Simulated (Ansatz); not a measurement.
# Pt chain started as a strip of triangles: period, moment and channels by functional, part 3 of 3

How many channels does the Pt chain started as a strip of triangles carry, and how sure is the answer?

Ansatz 0.2.0; DFT PBE, plane waves, PAW; relaxation of a chain's period (the session's first sound run).

So far, conductance of the lead as this run defines it (G₀): step 3 (bands of the perfect wire, level PBE, cutoff 420 eV) 6.84; step 5 (bands of the perfect wire, level r2SCAN, cutoff 500 eV) 5.56; step 7 (the wire at its relaxed period, level LDA, cutoff 420 eV) 6.94. Also absolute moment (μB): step 4 (relaxing the period, cutoff 500 eV) 0.344.

### Step 8. Relaxation of atoms and period

This step: DFT PBEsol, plane waves, PAW; relaxation of a chain's period (Ansatz 0.2.0).

The relaxation is repeated under another functional. PBEsol weakens PBE's gradient terms and usually lands between LDA and PBE.

Input file input.yaml:

```yaml
crystal:
  lattice:
    - [9.0, 0.0, 0.0]
    - [0.0, 7.5, 0.0]
    - [0.0, 0.0, 2.66152]
  atoms:
    - { symbol: Pt, position: [0.373671111, 0.5, 0.0], spin: 0.6 }
    - { symbol: Pt, position: [0.626328889, 0.5, 0.5], spin: 0.6 }
magnetization:
  spin_polarized: true
kpoints:
  mp_grid: { grid: [1, 1, 31] }
scf:
  occupations: { method: fermi_dirac, width: 0.05 }
hamiltonian:
  xc: pbesol
relax:
  cell: { fix: [a, b, alpha, beta, gamma] }
  max_steps: 60
```

On the command line:

```console
> ansatz run input.yaml --threads 4 --pin off --max-ram 8192MiB --backend cpu --events-out ev --progress --plain --runs-dir out
```

Numbers of over 12 decimals in the logs are rounded to 6 here.

Log:

```text
[...]
Crystal: 2 atoms, lattice volume = 179.653 Å³
Basis set: ecut = 420 eV, 3567 PW (Γ), exchange–correlation on 128×108×36 points (8 copies of the dense FFT grid, shifted against one another)
Bands: 23, of which v1, the nominal top of the filled ones, is band 18 counted from 1 (17 counted from 0)
Symmetry: 8 space group operations
[...]
-0.000000      -0.121130       0.000000
       -0.000000       0.000000       0.017180
  P = ⅓ Tr σ = -0.0382 GPa (-0.382 kbar)
--- Relaxed structure (6 steps of the walk, 6 accepted, 1 SCFs on fresh bases) ---
[...]
cell:  # Å, volume = 165.0853 Å³
    - [9.0, 0, 0]
    - [0, 7.5, 0]
    - [0, 0, 2.445708]
  atoms:
    - { symbol: Pt, position: [0.372068, 0.5, 0] }
    - { symbol: Pt, position: [0.627932, 0.5, 0.5] }
[key lines of the parts left out:]
SCF converged after 9 iterations
Magnetization: -0.0000 μB (18.0000 up, 18.0000 down)
Free energy (F): -24763.080286 eV
Fermi energy:    -0.672263 eV
```

Run time: 23 s. Hardware: 4 threads of Arm Neoverse V1, shared host; peak memory 0.5 GiB; 86 s of CPU time.

Relaxation path:

```csv
step,energy less that of the first step (eV),largest force component (eV/Å),pressure (GPa),volume (Å³)
1,0.0000,1.1121,-3.06,179.65
2,-0.1949,1.5854,1.06,170.84
3,-0.3114,0.3488,-0.53,169.61
4,-0.3486,0.3523,-0.07,163.72
5,-0.3595,0.0347,-0.08,165.04
6,-0.3595,0.0052,-0.04,165.09
7*,-0.3574,0.0055,-0.04,165.09
```

Relaxation steps marked * repeat the geometry before them on a plane-wave basis chosen anew for their cell, so energy and pressure can jump there.

Forces are held to the 8 operations that the run works with; a distortion that breaks them can't arise in this run.

| cell as run | before | after | change |
| --- | --- | --- | --- |
| c (Å) | 2.662 | 2.446 | -8.1 % |

The atoms that moved most (Å, along periodic axes as changes of fractional coordinates times the final cell, across vacuum about the mean position):

| atom | dx | dy | dz | length |
| --- | --- | --- | --- | --- |
| Pt1 | -0.014 | 0.000 | 0.000 | 0.014 |
| Pt2 | 0.014 | 0.000 | 0.000 | 0.014 |

The relaxed structure:

```cif
data_structure
_symmetry_space_group_name_H-M 'P 1'
_symmetry_Int_Tables_number 1
_cell_length_a 9.0000
_cell_length_b 7.5000
_cell_length_c 2.4457
_cell_angle_alpha 90.000
_cell_angle_beta 90.000
_cell_angle_gamma 90.000
_cell_volume 165.09
loop_
_atom_site_label
_atom_site_type_symbol
_atom_site_fract_x
_atom_site_fract_y
_atom_site_fract_z
_atom_site_occupancy
Pt1 Pt 0.37207 0.50000 0.00000 1
Pt2 Pt 0.62793 0.50000 0.50000 1
```

The cell's length comes to 2.446 Å, -1.4 % against the first run, with no moment.

### Step 9. The perfect wire, level PBEsol, cutoff 420 eV

This step: DFT PBEsol, plane waves, PAW; channels and complex bands of a perfect chain (Ansatz 0.2.0).

The channels are counted again under PBEsol, at the period that it gave.

Input file input.yaml:

```yaml
crystal:
  lattice:
    - [9.0, 0.0, 0.0]
    - [0.0, 7.5, 0.0]
    - [0.0, 0.0, 2.4457082636]
  atoms:
    - { symbol: Pt, position: [0.372068299, 0.5, 0.0] }
    - { symbol: Pt, position: [0.627931701, 0.5, 0.5] }
kpoints:
  mp_grid: { grid: [1, 1, 33] }
  band_path: { path: ["Γ", Z], npoints: 60 }
scf:
  occupations: { method: fermi_dirac, width: 0.05 }
hamiltonian:
  xc: pbesol
output:
  transmission:
    e_range: [-2, 2]
    de: 0.035
    kmesh: [1, 1]
    reduced_basis: true
    leads: [[0, 0]]
  dos: { projected: true, e_range: [-6, 4] }
```

Log:

```text
[...]
Crystal: 2 atoms, lattice volume = 165.085 Å³
Basis set: ecut = 420 eV, 3203 PW (Γ)
Bands: 22, of which v1, the nominal top of the filled ones, is band 18 counted from 1 (17 counted from 0)
Symmetry: 8 space group operations
[...]
k-points: 17 of 33
[...]
k-point 16: bands = [... 14 lower, -1.2881, -1.2094, -0.6219, -0.5869, 3.7753, 4.2744, 7.5171, 7.7817]
--- Transmission ---
  basis      : 595 plane waves across, 4 finite elements along
  points     : 1, standing for a mesh of 1 x 1
[...]
crystal 0  : Pt2, at the sites [0, 0], period 2.4457 Å: whole cells are its period
[...]
filled         : 7.2 meV under the level at which it is neutral
    channels       : 7.000000e0 a spin
[...]
[key lines of the parts left out:]
SCF converged after 8 iterations
Free energy (F): -24763.071702 eV
Fermi energy:    -0.667045 eV
```

Wall time 43 s (4 threads); peak memory 0.78 GiB.

At the computed energy nearest the Fermi level there are 7 channels a spin, and the thermal average gives 6.91 G₀.

### Step 10. The series together

Times are for 4 threads of Arm Neoverse V1, shared host. The series side by side:

```csv
no.,level,conductance of the lead as this run defines it (G₀),absolute moment (μB),time,memory (GiB)
1,PBE,6.840,0,41 s,0.77
2,r2SCAN,5.562,0.4520,76 s,0.97
3,LDA,6.937,0,32 s,0.65
4,PBEsol,6.913,0,43 s,0.78
```

### Step 11. Relaxation of atoms and period, cutoff 750 eV

This step: DFT PBE, plane waves, PAW (JTH); relaxation of a chain's period (Ansatz 0.2.0).

The same functional on other atomic datasets tests how far the result hangs on the treatment of the cores. Against the first PBE run of this kind, the cutoff is 750 eV against 420.

Input file input.yaml:

```yaml
crystal:
  lattice:
    - [9.0, 0.0, 0.0]
    - [0.0, 7.5, 0.0]
    - [0.0, 0.0, 2.66152]
  atoms:
    - { symbol: Pt, position: [0.373671111, 0.5, 0.0], spin: 0.6 }
    - { symbol: Pt, position: [0.626328889, 0.5, 0.5], spin: 0.6 }
magnetization:
  spin_polarized: true
kpoints:
  mp_grid: { grid: [1, 1, 31] }
scf:
  occupations: { method: fermi_dirac, width: 0.05 }
hamiltonian:
  xc: pbe
  pseudopotentials: { kind: paw, source: jth }
relax:
  cell: { fix: [a, b, alpha, beta, gamma] }
  max_steps: 60
```

Log:

```text
[...]
0.000000      -0.132151       0.000000
       -0.000000       0.000000       0.000694
  P = ⅓ Tr σ = -0.0618 GPa (-0.618 kbar)
--- Relaxed structure (6 steps of the walk, 6 accepted, 1 SCFs on fresh bases) ---
[...]
cell:  # Å, volume = 168.3155 Å³
    - [9.0, 0, 0]
    - [0, 7.5, 0]
    - [0, 0, 2.493564]
  atoms:
    - { symbol: Pt, position: [0.370431, 0.5, 0] }
    - { symbol: Pt, position: [0.629569, 0.5, 0.5] }
[key lines of the parts left out:]
SCF converged after 7 iterations
Magnetization: -0.0000 μB (10.0000 up, 10.0000 down)
Free energy (F): -20330.881857 eV
Fermi energy:    -1.696383 eV
```

Wall time 40 s (4 threads); peak memory 0.74 GiB.

The cell's length comes to 2.494 Å, +0.6 % against the first run, with no moment.

### Step 12. Relaxation of atoms and period

This step: DFT PBE, plane waves, PAW; relaxation of a chain's period (Ansatz 0.2.0).

No moment formed, so a run without spin should agree; this checks it and saves time.

input.yaml, the sections that differ from step 11:

```yaml
crystal:
  lattice:
    - [9.0, 0.0, 0.0]
    - [0.0, 7.5, 0.0]
    - [0.0, 0.0, 2.66152]
  atoms:
    - { symbol: Pt, position: [0.373671111, 0.5, 0.0] }
    - { symbol: Pt, position: [0.626328889, 0.5, 0.5] }
hamiltonian:
  xc: pbe
# kpoints, scf, relax: as in step 11
# magnetization: removed
```

Log:

```text
[...]
Crystal: 2 atoms, lattice volume = 179.653 Å³
Basis set: ecut = 420 eV, 3567 PW (Γ), exchange–correlation on 128×108×36 points (8 copies of the dense FFT grid, shifted against one another)
Bands: 22, of which v1, the nominal top of the filled ones, is band 18 counted from 1 (17 counted from 0)
Symmetry: 8 space group operations
[...]
k-points: 16 of 31
[...]
-0.049287       0.000000      -0.000000
        0.000000      -0.133036      -0.000000
       -0.000000      -0.000000       0.002806
  P = ⅓ Tr σ = -0.0598 GPa (-0.598 kbar)
--- Relaxed structure (6 steps of the walk, 6 accepted, 1 SCFs on fresh bases) ---
[...]
cell:  # Å, volume = 167.4178 Å³
    - [9.0, 0, 0]
    - [0, 7.5, 0]
    - [0, 0, 2.480264]
  atoms:
    - { symbol: Pt, position: [0.370429, 0.5, 0] }
    - { symbol: Pt, position: [0.629571, 0.5, 0.500000] }
[key lines of the parts left out:]
SCF converged after 7 iterations
Free energy (F): -25042.227133 eV
Fermi energy:    -0.652002 eV
```

Elapsed: 7.3 s, on 4 threads; peak memory 0.45 GiB; 27 s of CPU time.

The cell's length comes to 2.480 Å, +0.0 % against the first run, with spin left out.

### Step 13. The series together

Times are for 4 threads of Arm Neoverse V1, shared host. Results by setting:

```csv
no.,level,cell length along the wire (Å),absolute moment (μB),time,memory (GiB)
1,PBE,2.480,0,23 s,0.5
2,r2SCAN,2.463,0.3445,2.7 min,0.9
3,LDA,2.424,0,18 s,0.47
4,PBEsol,2.446,0,23 s,0.5
5,"PBE, JTH files",2.494,0,40 s,0.74
6,"PBE, no spin",2.480,0,7.3 s,0.45
```

### Step 14. Two-component spinors

This step: DFT PBE, plane waves, fully relativistic PAW; channels of a perfect chain with spin-orbit coupling (Ansatz 0.2.0).

Spin-orbit coupling mixes the spins and splits bands that cross or touch without it, so it can open or close channels. Fully relativistic datasets take the place of the scalar ones. The window is narrow, since spinor matrices are twice as large.

Input file input.yaml:

```yaml
crystal:
  lattice:
    - [9.0, 0.0, 0.0]
    - [0.0, 7.5, 0.0]
    - [0.0, 0.0, 2.4797237033]
  atoms:
    - { symbol: Pt, position: [0.370449054, 0.5, 0.0] }
    - { symbol: Pt, position: [0.629550946, 0.5, 0.5] }
kpoints:
  mp_grid: { grid: [1, 1, 33] }
  band_path: { path: ["Γ", Z], npoints: 60 }
scf:
  occupations: { method: fermi_dirac, width: 0.05 }
hamiltonian:
  xc: pbe
  pseudopotentials: { kind: paw_fr }
output:
  transmission:
    e_range: [-0.42, 0.42]
    de: 0.035
    kmesh: [1, 1]
    reduced_basis: false
    leads: [[0, 0]]
magnetization:
  noncollinear: true
  spin_orbit: true
```

Log:

```text
[...]
non-collinear run that drives no moment, with spin-orbit: no starting moment large enough to seed its density (crystal.atoms[].spin), no starting occupations that ask for one, no magnetisation constraint and no magnetic field, so the semilocal B_xc is pinned to zero
Crystal: 2 atoms, lattice volume = 167.381 Å³
Basis set: ecut = 420 eV, 3271 PW (Γ)
Bands: 44, of which v1, the nominal top of the filled ones, is band 36 counted from 1 (35 counted from 0)
Symmetry: 8 space group operations + 8 with time reversal
[...]
k-points: 17 of 33
Projection manifold: j_resolved (fully-relativistic pseudo-atomic orbitals)
[...]
SCF iter   1: F=—  HF=-25112.047361 eV  |F-HF|=—  |Δ(HF+E_count)|=         —  Δρ=3.79e-2  dr2=2.08e0  dr2_m=0.00e0 (ungated)  ethr=3.10e-3  |M|=0.00e0 ∫|m|=0.00e0 μB  |m|>n=0.0e0 m-floor=0.0e0 τ_xc=0.0e0  β_m=1.00  ⟨swp⟩=9.9  Hψ=1905  notcnv=0  defer=6
[...]
spin=Noncollinear: LDOS preconditioning applied to the charge; magnetization (m_x, m_y, m_z) channels mix plain (no charge-response kernel on spin).
SCF iter   2: F=—  HF=-25111.642694 eV  |F-HF|=—  |Δ(HF+E_count)|=   4.05e-1  Δρ=2.16e-2  dr2=8.71e-1  dr2_m=0.00e0 (ungated)  ethr=3.10e-3  |M|=0.00e0 ∫|m|=0.00e0 μB  |m|>n=0.0e0 m-floor=0.0e0 τ_xc=0.0e0  β_m=0.82  ⟨swp⟩=3.0  Hψ=809  notcnv=0  defer=28
[...]
SCF iter   8: F=-25111.470386 eV  HF=-25111.470386 eV  |F-HF|=1.28e-7  |Δ(HF+E_count)|=   1.76e-6  Δρ=9.95e-6  dr2=8.88e-8  dr2_m=0.00e0 (ungated)  ethr=2.78e-10  |M|=0.00e0 ∫|m|=0.00e0 μB  |m|>n=0.0e0 m-floor=0.0e0 τ_xc=0.0e0  ⟨swp⟩=6.9  Hψ=1258  notcnv=0
SCF 1 converged in 8 iterations: F = -25111.470386 eV  dr2 = 8.88e-8
[...]
transmission: 4 of 4 steps passed
SCF converged after 8 iterations
Magnetization: |M| = 0.0000 μB,  M = (+0.0000, +0.0000, +0.0000) μB
Absolute magnetization: 0.0000 μB (∫|m|)
  site 0: m = (+0.0000, +0.0000, +0.0000) μB, |m| = 0.0000 μB  (R = 1.02 Å)
  site 1: m = (+0.0000, +0.0000, +0.0000) μB, |m| = 0.0000 μB  (R = 1.02 Å)
Free energy (F): -25111.470386 eV
[...]
Internal energy: -25111.431265 eV  (E = F + TS)
E sigma→0 (E₀):  -25111.450826 eV
Entropy (-TS):   -0.039121 eV (-19.561 meV/atom)
Fermi energy:    -0.593044 eV
[...]
--- Band table (eV; the first three rows and the last of 17) ---
  k-point 0: bands = [... 32 lower, -0.9069, -0.9069, -0.3577, -0.3577, 0.1096, 0.1096, 0.5979, 0.5979, ... 4 higher]
  k-point 1: bands = [... 32 lower, -0.8170, -0.8170, -0.3866, -0.3866, 0.0241, 0.0241, 0.4894, 0.4894, ... 4 higher]
  k-point 2: bands = [... 32 lower, -0.7163, -0.7163, -0.4179, -0.4179, -0.1849, -0.1849, 0.2440, 0.2440, ... 4 higher]
  k-point 16: bands = [... 32 lower, -0.5599, -0.5599, -0.5276, -0.5276, 3.5014, 3.5014, 3.9924, 3.9924, ... 4 higher]
--- Transmission ---
  basis      : 595 plane waves across, 4 finite elements along
  points     : 1, standing for a mesh of 1 x 1
[...]
crystal 0  : Pt2, at the sites [0, 0], period 2.4797 Å: whole cells are its period
[...]
filled         : 6.4 meV over the level at which it is neutral
    channels       : 1.000000e1 of both spins
[...]
```

It took 18 min on 4 threads; peak memory 5.1 GiB.

This step gave:

| Item | Value |
| --- | --- |
| energy at zero smearing | -25111.4508 eV |
| conductance of the lead as this run defines it | 4.870 G₀ |
| channels at the energy nearest the Fermi level, both spins | 10 |

The open channels of the lead, both spins by energy, zero at the Fermi level:

| energy (eV) | open channels of the lead, both spins |
| --- | --- |
| -0.420 | 12 |
| -0.385 | 12 |
| -0.350 | 12 |
| -0.315 | 8 |
| -0.280 | 10 |
| -0.245 | 14 |
| -0.210 | 14 |
| -0.175 | 14 |
| -0.140 | 14 |
| -0.105 | 10 |
| -0.070 | 10 |
| -0.035 | 10 |
| 0.000 | 10 |
| 0.035 | 10 |
| 0.070 | 6 |
| 0.105 | 6 |
| 0.140 | 6 |
| 0.175 | 10 |
| 0.210 | 6 |
| 0.245 | 4 |
| 0.280 | 4 |
| 0.315 | 4 |
| 0.350 | 4 |
| 0.385 | 4 |
| 0.420 | 4 |

The slowest values at each energy, most degenerate partners merged, listed up to 1.5 1/Å. The Im kz of the slowest decaying states by energy, zero at the Fermi level:

```csv
energy (eV),decay 1 (Å⁻¹),decay 2 (Å⁻¹),decay 3 (Å⁻¹),decay 4 (Å⁻¹)
-0.420,0.0629,0.251,0.407,1.01
-0.350,0.0406,0.202,0.395,1.00
-0.315,0.00727,0.0714,0.165,0.385
-0.245,0.244,0.372,0.986,1.16
-0.175,0.331,0.411,0.976,1.15
-0.105,0.0291,0.388,0.468,0.967
-0.070,0.0474,0.411,0.494,0.962
0.000,0.0631,0.450,0.539,0.953
0.070,0.0293,0.0647,0.484,0.577
0.105,0.0599,0.0849,0.499,0.594
0.175,0.138,0.526,0.624,0.930
0.245,0.0301,0.0418,0.174,0.551
0.315,0.0324,0.111,0.203,0.573
0.350,0.0415,0.130,0.215,0.583
0.420,0.0470,0.159,0.237,0.603
```

The electronic bands at the labelled points (eV, zero at the Fermi level):

| point | band 31 | band 32 | band 33 | band 34 | band 35 | band 36 | band 37 | band 38 |
| --- | --- | --- | --- | --- | --- | --- | --- | --- |
| Γ | -0.69 | -0.69 | -0.31 | -0.31 | 0.24 | 0.24 | 0.70 | 0.70 |
| halfway | -1.25 | -1.25 | -0.81 | -0.81 | -0.61 | -0.61 | -0.24 | -0.24 |
| Z | -0.33 | -0.33 | 0.06 | 0.06 | 0.06 | 0.06 | 4.39 | 4.39 |

At the computed energy nearest the Fermi level there are 10 spinor channels, and the thermal average gives 4.87 G₀.

Between step 3 and this run (PBE spin-orbit) the value for the conductance of the lead as this run defines it moves from 6.84 G₀ to 4.87 G₀ (-29 %).

### Step 15. The same system on other settings: basis.ecutwfc = "44.1 Ry" and accuracy = "high"

This step: DFT PBE, plane waves, PAW; channels and complex bands of a perfect chain; changed: basis.ecutwfc = "44.1 Ry", accuracy = "high" (Ansatz 0.2.0).

The atoms of the run on the perfect lead (PBE) are kept and the input is varied, to see whether the result depends on it. The ELF is not written this time.

input.yaml, the sections that differ from step 14:

```yaml
hamiltonian:
  xc: pbe
output:
  transmission:
    e_range: [-2, 2]
    de: 0.035
    kmesh: [1, 1]
    reduced_basis: true
    leads: [[0, 0]]
  dos: { projected: true, e_range: [-6, 4] }
  write_potential: true
  write_density: true
  volumetric_format: npy
basis:
  ecutwfc: "44.1 Ry"
accuracy: high
# crystal, kpoints, scf: as in step 14
# magnetization: removed
```

Log:

```text
[...]
Crystal: 2 atoms, lattice volume = 167.381 Å³
Basis set: ecut = 600.011067 eV, 5519 PW (Γ)
Bands: 22, of which v1, the nominal top of the filled ones, is band 18 counted from 1 (17 counted from 0)
Symmetry: 8 space group operations
[...]
k-points: 17 of 33
[...]
SCF iter   1: F=—  HF=-25042.271801 eV  |F-HF|=—  |Δ(HF+E_count)|=         —  Δρ=1.38e-2  dr2=2.00e-1  ethr=1.77e-3  ⟨swp⟩=6.1  Hψ=1708  notcnv=0
[...]
SCF iter   8: F=-25042.224656 eV  HF=-25042.224656 eV  |F-HF|=7.94e-9  |Δ(HF+E_count)|=   2.35e-8  Δρ=4.81e-6  dr2=4.90e-8  ethr=2.78e-10  ⟨swp⟩=4.5  Hψ=1033  notcnv=0
SCF 1 converged in 8 iterations: F = -25042.224656 eV  dr2 = 4.90e-8
[...]
transmission: 4 of 24 steps passed
transmission: 8 of 24 steps passed
[...]
transmission: 24 of 24 steps passed
[...]
SCF converged after 8 iterations
Free energy (F): -25042.224656 eV
[...]
Internal energy: -25042.182768 eV  (E = F + TS)
E sigma→0 (E₀):  -25042.203712 eV
Entropy (-TS):   -0.041888 eV (-20.944 meV/atom)
Fermi energy:    -0.647953 eV
[...]
--- Band table (eV; the first three rows and the last of 17) ---
  k-point 0: bands = [... 14 lower, -1.5369, -1.4264, -0.7789, -0.3348, -0.0173, 0.3814, 2.0338, 2.1164]
  k-point 1: bands = [... 14 lower, -1.6201, -1.4329, -0.6831, -0.3766, -0.1032, 0.2683, 2.1455, 2.1987]
  k-point 2: bands = [... 14 lower, -1.6566, -1.4567, -0.4914, -0.4791, -0.3280, -0.0036, 2.4147, 2.4157]
  k-point 16: bands = [... 14 lower, -1.2427, -1.1698, -0.6121, -0.5838, 3.6821, 4.2001, 7.1987, 7.4918]
--- Transmission ---
  basis      : 835 plane waves across, 4 finite elements along
  points     : 1, standing for a mesh of 1 x 1
[...]
crystal 0  : Pt2, at the sites [0, 0], period 2.4797 Å: whole cells are its period
[...]
filled         : 4.8 meV under the level at which it is neutral
    channels       : 7.000000e0 a spin
[...]
```

Wall time 40 s (4 threads); peak memory 0.85 GiB; 2.3 min of CPU time.

This step gave:

| Quantity | Value |
| --- | --- |
| energy at zero smearing | -25042.2037 eV |
| conductance of the lead as this run defines it | 6.841 G₀ |

Table of open channels of the lead, one spin by energy, zero at the Fermi level:

energy (eV), open channels of the lead, one spin and a bar from the least value:
```
   -2.000       4.00 #########
   -1.790       5.00 #############
   -1.615       5.00 #############
   -1.405       7.00 #####################
   -1.195       7.00 #####################
   -0.985       8.00 ##########################
   -0.810       9.00 ##############################
   -0.600       8.00 ##########################
   -0.390       6.00 #################
   -0.215       6.00 #################
   -0.005       7.00 #####################
    0.205       5.00 #############
    0.415       4.00 #########
    0.590       4.00 #########
    0.800       3.00 ####
    1.010       3.00 ####
    1.185       2.00 
    1.395       2.00 
    1.605       2.00 
    1.815       2.00
```

It took 40 s against 41 s for the run it varies, and the conductance is 6.84 G₀ against 6.84 G₀.

The channels at the energy nearest the Fermi level, one spin and conductance of the lead as this run defines it stay within 0.2 % plus 0.001 of the run it varies.

### Step 16. Results

| Quantity | Value |
| --- | --- |
| cell length, PBE | 2.480 Å |
| cell length, r2SCAN | 2.463 Å |
| cell length, LDA | 2.424 Å |
| cell length, PBEsol | 2.446 Å |
| cell length, PBE, JTH files | 2.494 Å |
| cell length, PBE, no spin | 2.480 Å |
| conductance, PBE | 6.84 G₀ |
| conductance, r2SCAN | 5.56 G₀ |
| absolute moment, r2SCAN | 0.452 μB |
| conductance, LDA | 6.94 G₀ |
| conductance, PBEsol | 6.91 G₀ |
| conductance, with spin-orbit coupling | 4.87 G₀ |

In words: Under PBE the cell's length is 2.48 Å, no moment survives, and it is a metal with 7 channels a spin next to the Fermi level, 6.84 G₀ at 300 K (5.56 to 6.94 over the functionals). The cell's length spans 2.3 % over the functionals, shortest under LDA and longest under PBE. A perfect wire passes every open channel, so the conductance counts half a G₀ for each forward-moving state at the Fermi level, spin by spin; the value here is no such multiple, since a band edge lies within the thermal window. The functionals disagree on magnetism: the relaxation keeps a moment under r2SCAN (0.34 μB) and loses it under PBE, LDA and PBEsol. At the relaxed period it forms two rows 2.33 Å apart, with 2.64 Å between atoms of unlike rows and 2.48 Å along a row: a strip of triangles. Spin-orbit coupling moves the conductance from 6.84 G₀ to 4.87 G₀. Transport is coherent and elastic here: the atoms are frozen, so scattering by vibrations plays no part. No search over magnetic orders was made; another may lie lower.

[Logs are printed without paths, hosts, clocks, repeated set-up lines and the standing remarks that a program may print on its own settings, such as how far it seeks lower states.]

[Hosts, paths, dates, database ids (printed as entryN), source tags and the programs' standing remarks are cut or masked in the printed files.]
